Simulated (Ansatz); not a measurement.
# A hypothetical structure for TlCdBi

This structure for TlCdBi is made up. Its elements were placed in a known structure type with a cell scaled to their sizes. What cell does the guess relax to, and how far off was it?

Calculated with Ansatz 0.2.0; DFT, PBE, plane-wave PAW, files of the set soft_1, scalar-relativistic, no spin, cell and ions relaxed at zero pressure; PAW set soft_1, in the first sound run; inputs show where later runs differ.

## (1) The structure

It takes space group P6_3/mmc (No. 194, hexagonal). Conventional cell: a = 4.863 Å, b = 4.863 Å, c = 7.535 Å, α = 90.00°, β = 90.00°, γ = 120.00°. Nearest to Bi lie 6 Tl at 3.38 Å and 6 Cd at 3.38 Å and 2 Bi at 3.77 Å. Nearest to Tl lie 3 Cd at 2.81 Å and 6 Bi at 3.38 Å. Cd has 3 Tl at 2.81 Å and 6 Bi at 3.38 Å nearest. Farther neighbours are not listed.

## (2) Relaxing cell and atoms

The guessed cell has no reason to be at equilibrium. It is relaxed with the atoms, within the space group of the guess.

Input file input.yaml:

```yaml
crystal:
  lattice:
    - [4.863, 0.0, 0.0]
    - [-2.4315, 4.211481539, 0.0]
    - [0.0, 0.0, 7.535]
  atoms:
    - { symbol: Bi, position: [0.0, 0.0, 0.0] }
    - { symbol: Bi, position: [0.0, 0.0, 0.5] }
    - { symbol: Tl, position: [0.666666667, 0.333333333, 0.25] }
    - { symbol: Tl, position: [0.333333333, 0.666666667, 0.75] }
    - { symbol: Cd, position: [0.666666667, 0.333333333, 0.75] }
    - { symbol: Cd, position: [0.333333333, 0.666666667, 0.25] }
kpoints:
  mp_grid: { grid: [6, 6, 4] }
scf:
  occupations: { method: fermi_dirac, width: 0.05 }
hamiltonian:
  xc: pbe
  pseudopotentials: { kind: paw, azcp: { folder: soft_1 } }
relax:
  f_tol: 0.015
  max_steps: 70
  cell: {}
output:
  forces: true
  stress: true
```

The run is started by

```sh
> ansatz run input.yaml --threads 4 --pin off --max-ram 10240MiB --backend cpu --events-out ev --progress --plain --runs-dir out
```

Numbers of over 12 decimals in the logs are rounded to 6 here.

The log of the run:

```text
Engine: ansatz 0.2.0, aarch64-unknown-linux-gnu
Pseudopotentials: kind: paw
Pseudopotential: Bi, paw, valence charge 15, recommended cutoff 420 eV (normal), soft_1/Bi.paw.azcp
Pseudopotential: Tl, paw, valence charge 13, recommended cutoff 420 eV (normal), soft_1/Tl.paw.azcp
Pseudopotential: Cd, paw, valence charge 20, recommended cutoff 420 eV (normal), soft_1/Cd.paw.azcp
Functional definition: PBE
  parameter kappa = 0.804
  parameter beta = 0.066725
  exchange = pbe_x(kappa = kappa, mu = beta*pi^2/3)
  correlation = pbe_c(beta = beta)
Crystal: 6 atoms, lattice volume = 154.320 Å³
Basis set: ecut = 420 eV, 2995 PW (Γ), exchange–correlation on 72×72×108 points (8 copies of the dense FFT grid, shifted against one another)
Bands: 58, of which v1, the nominal top of the filled ones, is band 48 counted from 1 (47 counted from 0)
Symmetry: 24 space group operations
Space group: P63/mmc (ITA 194), of the structure as read, at distance tolerance 5.4e-5 Å
k-points: 21 of 144
Non-local potential: Bi, projectors of the file, l = 0: 2, l = 1: 2, l = 2: 2, l = 3: 1
Non-local potential: Tl, projectors of the file, l = 0: 2, l = 1: 2, l = 2: 2, l = 3: 1
Non-local potential: Cd, projectors of the file, l = 0: 3, l = 1: 2, l = 2: 2, l = 3: 1
PAW form: soft (Blöchl's): semilocal exchange-correlation on the pseudo side does not see the compensation charge
PAW one-centre angular grid: Bi, 590 points (default); XC on 64 Gauss nodes
PAW one-centre angular grid: Tl, 590 points (default); XC on 64 Gauss nodes
PAW one-centre angular grid: Cd, 590 points (default); XC on 64 Gauss nodes
Initial density: superposition of atomic densities (chi_scale 0.1, normalization cell, long waves kept (reshape's long-wave potential 0.00 eV rms))
Initial wavefunctions: pseudopotential atomic-orbital guess
Functional: x = pbe(κ = 0.804, μ = 0.219515), c = pbe(β = 0.066725)
SCF iter   1: F=—  HF=-64199.126973 eV  |F-HF|=—  |Δ(HF+E_count)|=         —  Δρ=2.07e-2  dr2=1.50e0  ethr=3.10e-3  ⟨swp⟩=6.7  Hψ=4478  notcnv=0  defer=8
preconditioner: auto → Kerker (q_TF=auto, 2.521 Å⁻¹)  [metal: Δε(μ)=0.025 eV  Ē_g=15.358 eV  σ=0.050 eV  W_gap=0.12  n_scr=36 (ndim 8)  ℏωp=26.7 eV  f_vac=0.000  D(μ)=4.08/eV (n_scr^D=22)]
SCF iter   2: F=—  HF=-64198.806345 eV  |F-HF|=—  |Δ(HF+E_count)|=   3.21e-1  Δρ=1.27e-2  dr2=5.74e-1  ethr=1.57e-3  ⟨swp⟩=2.0  Hψ=1539  notcnv=0  defer=50
SCF iter   3: F=—  HF=-64198.618782 eV  |F-HF|=—  |Δ(HF+E_count)|=   1.88e-1  Δρ=2.10e-3  dr2=1.01e-2  ethr=5.98e-4  ⟨swp⟩=3.0  Hψ=2389  notcnv=0  defer=50
SCF iter   4: F=—  HF=-64198.617520 eV  |F-HF|=—  |Δ(HF+E_count)|=   1.26e-3  Δρ=5.68e-4  dr2=8.51e-4  ethr=1.05e-5  ⟨swp⟩=2.2  Hψ=1558  notcnv=0  defer=50
SCF iter   5: F=—  HF=-64198.617452 eV  |F-HF|=—  |Δ(HF+E_count)|=   6.76e-5  Δρ=2.56e-4  dr2=8.22e-5  ethr=8.86e-7  ⟨swp⟩=2.0  Hψ=1543  notcnv=0  defer=50
SCF iter   6: F=—  HF=-64198.617399 eV  |F-HF|=—  |Δ(HF+E_count)|=   5.30e-5  Δρ=9.62e-5  dr2=1.68e-5  ethr=8.56e-8  ⟨swp⟩=2.0  Hψ=2109  notcnv=0  defer=50
SCF iter   7: F=—  HF=-64198.617397 eV  |F-HF|=—  |Δ(HF+E_count)|=   2.24e-6  Δρ=1.74e-5  dr2=5.01e-7  ethr=1.75e-8  ⟨swp⟩=2.0  Hψ=1546  notcnv=0  defer=50
SCF iter   8: F=-64198.617397 eV  HF=-64198.617397 eV  |F-HF|=2.08e-9  |Δ(HF+E_count)|=   2.99e-8  Δρ=4.09e-6  dr2=3.56e-8  ethr=1.04e-10  ⟨swp⟩=4.0  Hψ=3968  notcnv=0
SCF 1 converged in 8 iterations: F = -64198.617397 eV  dr2 = 3.56e-8
  greatest PAW one-centre occupation: 1.000 electrons in one spin orbital (limit 2), on the Cd atom at site 5 (counted from 0), in its partial waves of l = 0
relax step   1: F+E_penalty+E_count = -64198.61739689 eV  Δ(F+E_penalty+E_count) = +0.000e0 eV  max|allowed force component| = 2.251e-16 eV/Å  Δτ_max = 0.0000 Å  P = +9.055 GPa  Ω = 154.320 Å³  (8 SCF iters, dr2 threshold 1.00e-7 eV, accepted)
Crystal: 6 atoms, lattice volume = 173.495 Å³
Basis set: ecut = 420 eV, 3427 PW (Γ), exchange–correlation on 72×72×108 points (8 copies of the dense FFT grid, shifted against one another)
Initial density: handed on by an earlier stage of this run
Initial wavefunctions: those handed on with the density
iter 1 solved again at ethr=2.94e-5 eV; its pass at ethr=3.10e-3 eV (dr2=2.82e-2 eV) is discarded
SCF iter   1: F=—  HF=-64199.328343 eV  |F-HF|=—  |Δ(HF+E_count)|=         —  Δρ=3.73e-3  dr2=2.91e-2  ethr=2.94e-5  ⟨swp⟩=2.4  Hψ=6938  notcnv=0
preconditioner: auto → Kerker (q_TF=auto, 2.472 Å⁻¹)  [metal: Δε(μ)=0.054 eV  Ē_g=15.142 eV  σ=0.050 eV  W_gap=0.26  n_scr=42 (ndim 8)  ℏωp=25.2 eV  f_vac=0.000  D(μ)=3.09/eV (n_scr^D=22)]
SCF iter   2: F=—  HF=-64199.322412 eV  |F-HF|=—  |Δ(HF+E_count)|=   5.93e-3  Δρ=2.04e-3  dr2=9.81e-3  ethr=2.94e-5  ⟨swp⟩=2.1  Hψ=1800  notcnv=0
SCF iter   3: F=—  HF=-64199.320325 eV  |F-HF|=—  |Δ(HF+E_count)|=   2.09e-3  Δρ=5.73e-4  dr2=7.70e-4  ethr=1.02e-5  ⟨swp⟩=2.3  Hψ=1830  notcnv=0
SCF iter   4: F=—  HF=-64199.320235 eV  |F-HF|=—  |Δ(HF+E_count)|=   8.97e-5  Δρ=1.96e-4  dr2=7.93e-5  ethr=8.02e-7  ⟨swp⟩=2.0  Hψ=2174  notcnv=0
SCF iter   5: F=—  HF=-64199.320197 eV  |F-HF|=—  |Δ(HF+E_count)|=   3.81e-5  Δρ=4.87e-5  dr2=8.91e-6  ethr=8.26e-8  ⟨swp⟩=2.0  Hψ=1590  notcnv=0
SCF iter   6: F=—  HF=-64199.320195 eV  |F-HF|=—  |Δ(HF+E_count)|=   1.30e-6  Δρ=1.85e-5  dr2=1.20e-6  ethr=9.28e-9  ⟨swp⟩=2.0  Hψ=1721  notcnv=0
SCF iter   7: F=-64199.320195 eV  HF=-64199.320195 eV  |F-HF|=1.08e-9  |Δ(HF+E_count)|=   1.42e-7  Δρ=4.19e-6  dr2=5.52e-8  ethr=6.25e-10  ⟨swp⟩=4.0  Hψ=3478  notcnv=0
SCF 2 converged in 7 iterations: F = -64199.320195 eV  dr2 = 5.52e-8
relax step   2: F+E_penalty+E_count = -64199.32019528 eV  Δ(F+E_penalty+E_count) = -7.028e-1 eV  max|allowed force component| = 1.141e-16 eV/Å  Δτ_max = 0.0000 Å  P = +1.978 GPa  Ω = 173.495 Å³  energy of the carried Pulay correction = -2.686e-3 eV  (7 SCF iters, dr2 threshold 6.00e-7 eV, accepted)
Crystal: 6 atoms, lattice volume = 179.442 Å³
Basis set: ecut = 420 eV, 3523 PW (Γ), exchange–correlation on 72×72×108 points (8 copies of the dense FFT grid, shifted against one another)
iter 1 solved again at ethr=1.07e-5 eV; its pass at ethr=3.10e-3 eV (dr2=1.03e-2 eV) is discarded
SCF iter   1: F=—  HF=-64199.627407 eV  |F-HF|=—  |Δ(HF+E_count)|=         —  Δρ=2.15e-3  dr2=1.07e-2  ethr=1.07e-5  ⟨swp⟩=2.3  Hψ=7323  notcnv=0
preconditioner: auto → Kerker (q_TF=auto, 2.458 Å⁻¹)  [metal: Δε(μ)=0.021 eV  Ē_g=14.932 eV  σ=0.050 eV  W_gap=0.11  n_scr=40 (ndim 8)  ℏωp=24.8 eV  f_vac=0.000  D(μ)=3.04/eV (n_scr^D=22)]
SCF iter   2: F=—  HF=-64199.625833 eV  |F-HF|=—  |Δ(HF+E_count)|=   1.57e-3  Δρ=1.29e-3  dr2=4.14e-3  ethr=1.07e-5  ⟨swp⟩=1.3  Hψ=1354  notcnv=0
SCF iter   3: F=—  HF=-64199.625171 eV  |F-HF|=—  |Δ(HF+E_count)|=   6.61e-4  Δρ=3.81e-4  dr2=4.19e-4  ethr=4.31e-6  ⟨swp⟩=2.5  Hψ=2067  notcnv=0
SCF iter   4: F=—  HF=-64199.625070 eV  |F-HF|=—  |Δ(HF+E_count)|=   1.02e-4  Δρ=1.37e-4  dr2=4.44e-5  ethr=4.36e-7  ⟨swp⟩=2.0  Hψ=2028  notcnv=0
SCF iter   5: F=—  HF=-64199.625064 eV  |F-HF|=—  |Δ(HF+E_count)|=   5.46e-6  Δρ=3.47e-5  dr2=4.07e-6  ethr=4.63e-8  ⟨swp⟩=2.0  Hψ=1740  notcnv=0
SCF iter   6: F=-64199.625064 eV  HF=-64199.625064 eV  |F-HF|=1.27e-7  |Δ(HF+E_count)|=   4.50e-7  Δρ=1.33e-5  dr2=5.71e-7  ethr=6.25e-10  ⟨swp⟩=4.0  Hψ=3962  notcnv=0
SCF 3 converged in 6 iterations: F = -64199.625064 eV  dr2 = 5.71e-7
relax step   3: F+E_penalty+E_count = -64199.62506362 eV  Δ(F+E_penalty+E_count) = -3.049e-1 eV  max|allowed force component| = 5.705e-17 eV/Å  Δτ_max = 0.0000 Å  P = +0.165 GPa  Ω = 179.442 Å³  energy of the carried Pulay correction = -3.426e-3 eV  (6 SCF iters, dr2 threshold 6.00e-7 eV, accepted)
[...]
relax step   4: F+E_penalty+E_count = -64199.74347513 eV  Δ(F+E_penalty+E_count) = -1.184e-1 eV  max|allowed force component| = 9.869e-17 eV/Å  Δτ_max = 0.0000 Å  P = -0.096 GPa  Ω = 179.175 Å³  energy of the carried Pulay correction = -3.397e-3 eV  (6 SCF iters, dr2 threshold 6.00e-7 eV, accepted)
[...]
relax step   5: F+E_penalty+E_count = -64199.74717193 eV  Δ(F+E_penalty+E_count) = -3.697e-3 eV  max|allowed force component| = 3.084e-17 eV/Å  Δτ_max = 0.0000 Å  P = +0.006 GPa  Ω = 178.438 Å³  energy of the carried Pulay correction = -3.309e-3 eV  (5 SCF iters, dr2 threshold 6.00e-7 eV, accepted)
[...]
relax step   6: F+E_penalty+E_count = -64199.74849804 eV  Δ(F+E_penalty+E_count) = -1.326e-3 eV  max|allowed force component| = 2.891e-16 eV/Å  Δτ_max = 0.0000 Å  P = +0.009 GPa  Ω = 178.475 Å³  energy of the carried Pulay correction = -3.313e-3 eV  (4 SCF iters, dr2 threshold 2.30e-7 eV, accepted)
[...]
relax step   7: F+E_penalty+E_count = -64199.75667823 eV  Δ(F+E_penalty+E_count) = -8.180e-3 eV  max|allowed force component| = 2.891e-16 eV/Å  Δτ_max = 0.0000 Å  P = +0.102 GPa  Ω = 178.475 Å³  stress off target by 1.52e-1 GPa  SCF on the basis re-selected at this cell (its energy is not comparable with the rows above)  (6 SCF iters)
[...]
relax step   8: F+E_penalty+E_count = -64199.75694177 eV  Δ(F+E_penalty+E_count) = -2.635e-4 eV  max|allowed force component| = 3.855e-17 eV/Å  Δτ_max = 0.0000 Å  P = -0.003 GPa  Ω = 179.038 Å³  energy of the carried Pulay correction = -7.030e-5 eV  (4 SCF iters, dr2 threshold 5.76e-8 eV, accepted)
iter 1 solved again at ethr=1.77e-7 eV; its pass at ethr=3.10e-3 eV (dr2=1.70e-4 eV) is discarded
SCF iter   1: F=—  HF=-64199.756787 eV  |F-HF|=—  |Δ(HF+E_count)|=         —  Δρ=4.92e-5  dr2=1.55e-7  ethr=1.77e-7  ⟨swp⟩=3.0  Hψ=7812  notcnv=0
preconditioner: auto → Kerker (q_TF=auto, 2.459 Å⁻¹)  [metal: Δε(μ)=0.024 eV  Ē_g=14.869 eV  σ=0.050 eV  W_gap=0.12  n_scr=40 (ndim 8)  ℏωp=24.8 eV  f_vac=0.000  D(μ)=3.77/eV (n_scr^D=22)]
SCF iter   2: F=—  HF=-64199.757001 eV  |F-HF|=—  |Δ(HF+E_count)|=   2.14e-4  Δρ=2.49e-5  dr2=4.38e-8  ethr=1.61e-10  ⟨swp⟩=2.0  Hψ=2091  notcnv=0
SCF iter   3: F=—  HF=-64199.757010 eV  |F-HF|=—  |Δ(HF+E_count)|=   9.60e-6  Δρ=2.11e-6  dr2=4.44e-9  ethr=4.57e-11  ⟨swp⟩=2.0  Hψ=1362  notcnv=0
SCF iter   4: F=—  HF=-64199.757010 eV  |F-HF|=—  |Δ(HF+E_count)|=   2.78e-8  Δρ=1.05e-6  dr2=9.20e-10  ethr=4.62e-12  ⟨swp⟩=2.4  Hψ=2021  notcnv=0
SCF iter   5: F=-64199.757010 eV  HF=-64199.757010 eV  |F-HF|=1.46e-11  |Δ(HF+E_count)|=   1.29e-8  Δρ=9.02e-8  dr2=7.19e-12  ethr=1.00e-12  ⟨swp⟩=3.0  Hψ=4739  notcnv=0
SCF 9 converged in 5 iterations: F = -64199.757010 eV  dr2 = 7.19e-12
relax step   9: F+E_penalty+E_count = -64199.75701027 eV  Δ(F+E_penalty+E_count) = -6.850e-5 eV  max|allowed force component| = 3.701e-17 eV/Å  Δτ_max = 0.0000 Å  P = -0.002 GPa  Ω = 179.038 Å³  stress off target by 1.26e-2 GPa  SCF on the basis re-selected at this cell (its energy is not comparable with the rows above)  (5 SCF iters)
basis re-selected at this cell: Δ(F+E_penalty+E_count) = -6.850e-5 eV, ΔP = +0.000 GPa vs the last step (what re-selecting the basis moved, of the pressure what is left beyond the Pulay correction that the steps carried, after the strain that the cell walked since its last selection, with what the two solves' SCF thresholds leave and, on support functions, any second-order correction that the steps lacked; it is no m [...]
SCF converged after 5 iterations
Free energy (F): -64199.757010 eV
Harris-Foulkes:  -64199.757010 eV  (|F-HF|=1.46e-11)
Internal energy: -64199.727452 eV  (E = F + TS)
E sigma→0 (E₀):  -64199.742231 eV
Entropy (-TS):   -0.029558 eV (-4.926 meV/atom)
Fermi energy:    10.581709 eV
--- Per-component energies (eV) ---
  E_band       = -1105.334844
  E_kinetic    = 1919.684018
  E_local      = -11286.779780  (includes V_loc(G=0)·N_el)
  E_nonlocal   = 1683.507443
  E_hartree    = 4829.476793
  E_xc         = -988.343521
  E_vxc        = -900.714395  (∫ρ·V_xc dr)
  E_paw        = -49892.562357  (= ΣΔE_a)
  E_vpaw       = -2179.986933  (= ΣTr[D̂ρ^β])
  E_aug_tail   = 0.000995  (compensation charges beyond the density's cutoff)
  E_ewald      = -10464.711043
  E_smearing   = -0.029558  (= −TS)
  E_closure    = -0.000000  (closes the sum)
  Σ components = -64199.757010   (vs F -64199.757010, Δ=0.00e0)
--- Forces (eV/Å), atoms counted from 1 ---
  atom   1  Bi     0.00000000    -0.00000000    -0.00000000
  atom   2  Bi     0.00000000    -0.00000000     0.00000000
  atom   3  Tl     0.00000000    -0.00000000    -0.00000000
  atom   4  Tl     0.00000000     0.00000000     0.00000000
  atom   5  Cd     0.00000000    -0.00000000    -0.00000000
  atom   6  Cd     0.00000000     0.00000000     0.00000000
  max |Σ_I F_I| component: 5.55e-17 eV/Å
--- Stress (GPa, compression-positive) ---
        0.002711       0.000000       0.000000
       -0.000000       0.002711       0.000000
        0.000000       0.000000      -0.012614
  P = ⅓ Tr σ = -0.0024 GPa (-0.024 kbar)
--- Relaxed structure (7 steps of the walk, 7 accepted, 2 SCFs on fresh bases) ---
  F+E_penalty+E_count = -64199.75701027 eV   max|allowed force component| = 3.701e-17 eV/Å   (the final SCF, on the basis selected at the relaxed cell)
  cell:  # Å, volume = 179.0379 Å³
    - [5.474148, 0, 0]
    - [-2.737074, 4.740751, 3.2150519101402864e-18]
    - [0, 5.752231351297579e-18, 6.898923]
  atoms:
    - { symbol: Bi, position: [0, 0, 0] }
    - { symbol: Bi, position: [0, 0.0, 0.500000] }
    - { symbol: Tl, position: [0.666667, 0.333333, 0.250000] }
    - { symbol: Tl, position: [0.333333, 0.666667, 0.750000] }
    - { symbol: Cd, position: [0.666667, 0.333333, 0.750000] }
    - { symbol: Cd, position: [0.333333, 0.666667, 0.250000] }
```

It took 16 s on 4 threads of Arm Neoverse V2, shared host; peak memory 0.8 GiB.

The steps of the relaxation:

```
step  energy less that of the first step (eV)  largest force component (eV/Å)  pressure (GPa)  volume (Å³)
   1                                   0.0000                          0.0000            9.05       154.32
   2                                  -0.7028                          0.0000            1.98       173.49
   3                                  -1.0077                          0.0000            0.16       179.44
   4                                  -1.1261                          0.0000           -0.10       179.18
   5                                  -1.1298                          0.0000            0.01       178.44
   6                                  -1.1311                          0.0000            0.01       178.47
  7*                                  -1.1393                          0.0000            0.10       178.47
   8                                  -1.1395                          0.0000            0.00       179.04
  9*                                  -1.1396                          0.0000            0.00       179.04
```

Relaxation steps marked * repeat the geometry before them on a plane-wave basis chosen anew for their cell, so energy and pressure can jump there.

Forces are held to the 24 operations that the run works with; a distortion that breaks them can't arise in this run.

```
     cell as run  before  after   change
           a (Å)   4.863  5.474  +12.6 %
           b (Å)   4.863  5.474  +12.6 %
           c (Å)   7.535  6.899   -8.4 %
volume (Å³/atom)   25.72  29.84  +16.0 %
```

Final coordinates:

```cif
data_structure
_symmetry_space_group_name_H-M 'P 1'
_symmetry_Int_Tables_number 1
_cell_length_a 5.4741
_cell_length_b 5.4741
_cell_length_c 6.8989
_cell_angle_alpha 90.000
_cell_angle_beta 90.000
_cell_angle_gamma 120.000
_cell_volume 179.04
loop_
_atom_site_label
_atom_site_type_symbol
_atom_site_fract_x
_atom_site_fract_y
_atom_site_fract_z
_atom_site_occupancy
Bi1 Bi 0.00000 0.00000 0.00000 1
Bi2 Bi 0.00000 0.00000 0.50000 1
Tl3 Tl 0.66667 0.33333 0.25000 1
Tl4 Tl 0.33333 0.66667 0.75000 1
Cd5 Cd 0.66667 0.33333 0.75000 1
Cd6 Cd 0.33333 0.66667 0.25000 1
```

This step gave:

| Property | Result |
| --- | --- |
| free energy | -64199.7570 eV |
| energy at zero smearing | -64199.7422 eV |
| smearing term TS | 0.02956 eV |
| Fermi energy | 10.58 eV |
| electrons | 96 |
| symmetry operations | 24 |
| pressure | -0.002397 GPa |

Shortest distances by pair of elements, guess and relaxed (not always the same contact):

```
 pair  guess (Å)  relaxed (Å)
Cd–Tl      2.808        3.161
Bi–Bi      3.768        3.449
Bi–Tl      3.381        3.600
Bi–Cd      3.381        3.600
Tl–Tl      4.699        4.678
```

The relaxation ends with a pressure of 0.00 GPa.

(Continued in part 2 of 2.)

[Logs are printed without paths, hosts, clocks, repeated set-up lines and the standing remarks that a program may print on its own settings, such as how far it seeks lower states.]

[Hosts, paths, dates, database ids (printed as entryN), source tags and the programs' standing remarks are cut or masked in the printed files.]
